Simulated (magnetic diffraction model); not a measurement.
## Solving a magnetic structure from powder neutron data: VPS4

Space group Cmcm (no. 63), a = 6.5100 Å, b = 9.4590 Å, c = 7.6960 Å.

| site | atom | x | y | z |
| --- | --- | --- | --- | --- |
| 4a | V | 0 | 0 | 1/2 |
| 8g | S | 0.2659 | 0.9630 | 1/4 |
| 8f | S | 1/2 | 0.7470 | 0.4559 |
| 4c | P | 1/2 | 0.1467 | 3/4 |

The compound is invented for this exercise: a known structure type with other elements, its cell scaled to their sizes and not relaxed.

Only V is taken to order (form factors of V3+); orders and moment sizes are assumed, and not adapted to the symmetry. Radiation: neutrons of λ = 2.41 Å, 5° to 70°; isotropic B of 0.8 Å² (V), 0.58 Å² (S) and 0.72 Å² (P). Simulated constant-wavelength pattern: nuclear and magnetic terms add, the magnetic one as |2.695 fm × Σ f S⊥ exp(2πi Q·r) exp(−B s²)|², summed over all Q at one angle with the factor 1/(sin²θ cos θ). For collinear order S is the moment m, which repeats by lattice and centring translations R with the sign exp(−2πi k·R). Free-ion form factors, Sears's scattering lengths of 1992, no absorption; a label names one of the reflections at its angle. The strongest nuclear line in the range is 100, and lines under 0.2 are left out.

Above the ordering temperature:

| 2θ (°) | index | I |
| --- | --- | --- |
| 25.97 | (1 1 0) | 34.1 |
| 29.52 | (0 2 0) | 4.8 |
| 31.79 | (1 1 1) | 100.0 |
| 34.80 | (0 2 1) | 69.8 |
| 36.50 | (0 0 2) | 23.4 |
| 43.46 | (2 0 0) | 9.9 |
| 45.34 | (1 1 2) | 17.5 |
| 47.62 | (0 2 2) | 57.0 |
| 50.26 | (1 3 0) | 8.5 |
| 53.41 | (2 2 0) | 90.6 |
| 53.82 | (1 3 1) | 0.5 |
| 56.84 | (2 2 1) | 5.8 |
| 58.01 | (2 0 2) | 12.5 |
| 61.27 | (0 4 0) | 4.4 |
| 63.69 | (1 3 2) | 21.6 |
| 64.43 | (0 4 1) | 1.8 |
| 64.60 | (0 2 3) | 25.0 |
| 66.42 | (2 2 2) | 1.1 |
| 69.46 | (3 1 0) | 1.1 |

Below it (cell unchanged):

```csv
2θ (°),I
12.90,68.5
24.52,21.7
25.97,34.1
29.52,4.8
31.79,100.0
33.10,6.9
34.80,69.8
36.50,23.4
38.74,7.3
38.87,6.8
39.40,5.2
43.46,9.9
44.46,6.0
45.34,17.5
47.62,57.0
49.99,3.0
50.09,3.6
50.26,8.5
53.41,90.6
53.82,0.5
54.18,2.8
54.28,4.0
54.78,3.2
55.69,1.5
56.84,5.8
58.01,12.5
60.09,1.3
61.27,4.4
63.37,1.5
63.46,2.3
63.69,21.6
64.43,1.8
64.60,25.0
66.42,1.1
67.10,2.2
68.35,0.9
```
(The table stops after 36 lines; 2 more lie at higher angle.)

**Question.** Check that the new lines index with k = (1/2 1/2 1), then choose among these models:
A. collinear moments along [010], 1.78 μB on V; signs + at (0, 0, 1/2), + at (0, 0, 0)
B. collinear moments along [101], 1.78 μB on V; signs + at (0, 0, 1/2), − at (0, 0, 0)
C. collinear moments along [101], 1.78 μB on V; signs + at (0, 0, 1/2), + at (0, 0, 0)
D. collinear moments along [010], 1.78 μB on V; signs + at (0, 0, 1/2), − at (0, 0, 0)

The new lines index as (1/2 1/2 0) at 12.90°, (1/2 -3/2 0) at 24.52°, (3/2 -1/2 0) at 33.10° and (1/2 5/2 0) at 38.74°, that is as H ± k with k = (1/2 1/2 1), one of 2 inequivalent arms of its star (k and −k counted as one), which a powder can't tell apart. Half indices mean that the moments reverse under translations with k·R a half-integer, and the magnetic cell has twice the primitive volume.

Magnetic intensity, observed (below minus above) and for each model:

| 2θ (°) | index | observed | A | B | C | D |
| --- | --- | --- | --- | --- | --- | --- |
| 12.90 | (1/2 1/2 0) | 68.5 | 64.8 | <0.2 | 68.5 | <0.2 |
| 22.22 | (1/2 1/2 1) | <0.2 | <0.2 | 30.7 | <0.2 | 52.6 |
| 24.52 | (1/2 -3/2 0) | 21.7 | 4.5 | <0.2 | 21.7 | <0.2 |
| 30.59 | (1/2 -3/2 1) | <0.2 | <0.2 | 20.7 | <0.2 | 13.2 |
| 33.10 | (3/2 -1/2 0) | 6.9 | 10.9 | <0.2 | 6.9 | <0.2 |
| 37.94 | (3/2 -1/2 1) | <0.2 | <0.2 | 9.0 | <0.2 | 15.4 |
| 38.87 | (1/2 1/2 2) | 6.8 | 14.5 | <0.2 | 6.8 | <0.2 |
| 43.03 | (1/2 5/2 1) | <0.2 | <0.2 | 9.8 | <0.2 | 2.8 |

Model C matches.

The structure used: k = (1/2 1/2 1), collinear moments along [101], 1.78 μB on V; signs + at (0, 0, 1/2), + at (0, 0, 0).

[Logs are printed without paths, hosts, clocks, repeated set-up lines and the standing remarks that a program may print on its own settings, such as how far it seeks lower states.]
